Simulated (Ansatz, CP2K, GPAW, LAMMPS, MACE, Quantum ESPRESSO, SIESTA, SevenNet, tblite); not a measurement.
## Atom list for Amorphous Hg33S25Se8 (66 atoms)

This is the geometry as built. Method: Kohn-Sham DFT, PBEsol, PseudoDojo 0.4.1 norm-conserving pseudopotentials (converted to PSML), numerical atomic orbitals (DZP), diagonalisation; shift 0.01 Ry; mesh 300 Ry; levels smeared at 580 K; its forces lie 51 % r.m.s. from those of plane-wave PBE on this cell (SIESTA 5.4.2); Γ point; density 7.67 g/cm³.

Extended XYZ; positions in Å, forces in eV/Å, q the Hirshfeld charge in e:

```xyz
66
Lattice="12.034 0.000 0.000 0.000 12.034 0.000 0.000 0.000 12.034" Properties=species:S:1:pos:R:3:charge:R:1:forces:R:3 pbc="T T T"
Hg 3.713 4.874 4.202 0.63 -0.398 -0.169 0.272
Hg 4.376 5.173 0.911 0.56 -0.028 0.226 -0.205
Hg 7.049 10.796 2.632 0.62 -0.403 0.237 -0.416
Hg 1.947 10.265 4.927 0.63 0.153 -0.327 0.681
Hg 6.937 7.335 7.227 0.69 -0.838 0.325 -0.175
Hg 9.515 1.156 6.638 0.65 0.457 -0.242 -0.374
Hg 8.774 9.932 5.615 0.56 0.058 0.678 0.357
Hg 9.457 5.207 8.464 0.63 0.229 -0.348 0.355
Hg 1.338 7.317 10.553 0.67 0.520 -0.117 -0.565
Hg 2.823 10.539 1.599 0.58 0.155 -0.398 0.125
Hg 10.791 9.520 8.551 0.68 0.885 0.191 -0.323
Hg 6.036 0.082 5.728 0.60 -0.308 0.272 0.413
Hg 7.557 4.415 11.243 0.64 0.534 -0.545 0.443
Hg 0.397 4.291 4.711 0.55 0.247 -0.494 -0.186
Hg 6.388 3.865 6.238 0.56 -0.478 0.054 -0.761
Hg 1.369 3.301 0.053 0.59 0.003 -0.083 0.131
Hg 10.087 0.102 11.654 0.68 -0.258 0.125 0.358
Hg 10.508 6.983 4.632 0.56 0.576 -0.191 -0.307
Hg 1.339 0.385 10.824 0.56 -0.084 0.570 -0.778
Hg 0.585 3.455 8.088 0.68 0.187 -0.523 0.320
Hg 3.818 5.665 8.737 0.62 -0.583 0.796 -0.128
Hg 11.133 9.933 2.908 0.61 0.057 0.542 0.384
Hg 8.684 8.532 0.324 0.63 0.068 0.085 -0.376
Hg 3.403 1.320 3.993 0.61 -0.409 -0.074 0.517
Hg 10.754 4.900 1.558 0.65 -0.384 0.005 -0.353
Hg 7.566 6.373 3.193 0.64 0.043 -0.461 0.095
Hg 4.175 1.431 8.943 0.55 0.088 -0.175 0.185
Hg 6.881 11.636 9.500 0.61 -0.702 -0.705 0.168
Hg 10.743 1.782 3.475 0.62 0.634 -0.485 0.225
Hg 5.187 8.415 0.307 0.59 -0.192 0.289 -0.758
Hg 5.153 1.823 0.260 0.61 0.755 -0.291 -0.334
Hg 7.459 2.822 3.064 0.63 -0.007 0.285 -0.218
Hg 1.951 7.096 6.136 0.58 0.991 0.298 0.017
S 1.120 1.755 5.260 -0.58 0.111 0.207 -1.527
S 5.021 9.694 10.120 -0.46 0.311 -0.294 0.416
S 7.669 11.058 0.040 -0.65 0.586 -0.871 0.561
S 5.820 6.209 5.028 -0.62 0.442 -0.497 0.178
S 0.971 10.326 7.443 -0.47 -0.020 -0.771 0.208
S 0.502 4.849 10.258 -0.66 -0.234 0.422 -0.666
S 8.131 0.619 4.238 -0.74 -0.369 0.525 0.460
S 2.538 4.545 6.714 -0.65 0.125 1.093 -0.699
S 3.700 11.843 11.593 -0.61 0.428 0.558 0.168
S 2.881 8.298 8.635 -0.44 -0.533 -1.098 0.022
S 9.871 5.787 11.227 -0.57 -0.484 0.176 0.146
S 8.740 8.775 3.101 -0.76 -0.100 -0.025 -0.014
S 6.830 6.425 0.742 -0.71 -0.739 0.447 0.621
S 4.881 3.036 2.625 -0.72 -0.091 0.276 0.459
S 4.261 8.679 5.762 -0.47 -1.078 -0.404 0.045
S 10.416 3.568 6.626 -0.67 0.083 0.079 0.856
S 7.841 2.159 0.557 -0.64 -1.242 0.967 -0.473
S 6.534 10.042 7.252 -0.58 0.805 0.299 -0.843
S 11.144 11.438 5.117 -0.60 -0.333 -0.318 -0.516
S 1.677 1.038 8.254 -0.51 -0.757 0.329 1.295
S 4.450 2.147 6.402 -0.63 1.563 -0.815 -0.160
S 4.537 10.921 3.675 -0.67 -0.267 0.470 -0.623
S 11.080 8.561 10.896 -0.48 -0.509 -0.173 0.164
S 10.933 2.302 0.948 -0.66 0.734 -0.661 0.089
S 9.456 4.514 3.815 -0.71 -0.224 0.383 -0.837
Se 1.537 5.102 2.216 -0.62 -0.457 -0.633 0.576
Se 2.551 7.817 0.867 -0.56 1.125 -0.048 0.016
Se 9.641 7.570 7.093 -0.69 0.044 -0.259 -0.106
Se 9.526 11.817 8.966 -0.67 -0.304 0.773 -0.041
Se 0.885 7.973 3.674 -0.58 -0.666 -0.405 0.682
Se 3.815 3.658 10.656 -0.72 -0.131 -0.094 0.486
Se 6.520 4.993 8.710 -0.70 0.678 0.364 0.059
Se 0.063 10.381 0.406 -0.51 -0.037 0.688 0.176
```

The quench rate of 30 K/ps is many orders above laboratory rates, so the cell is likely richer in defects and strain than a real sample. The network of bonds at the start is that of the classical potential that made the cell, and needn't be the one that DFT or experiment would give. Only the Γ point is sampled, in a cell whose shortest periodic width is 12 Å.

The r.m.s. force component is 0.497 eV/Å; the longest force, 1.77 eV/Å, acts on S54.

[Logs are printed without paths, hosts, clocks, repeated set-up lines and the standing remarks that a program may print on its own settings, such as how far it seeks lower states.]

[Hosts, paths, dates, database ids (printed as entryN), source tags and the programs' standing remarks are cut or masked in the printed files.]
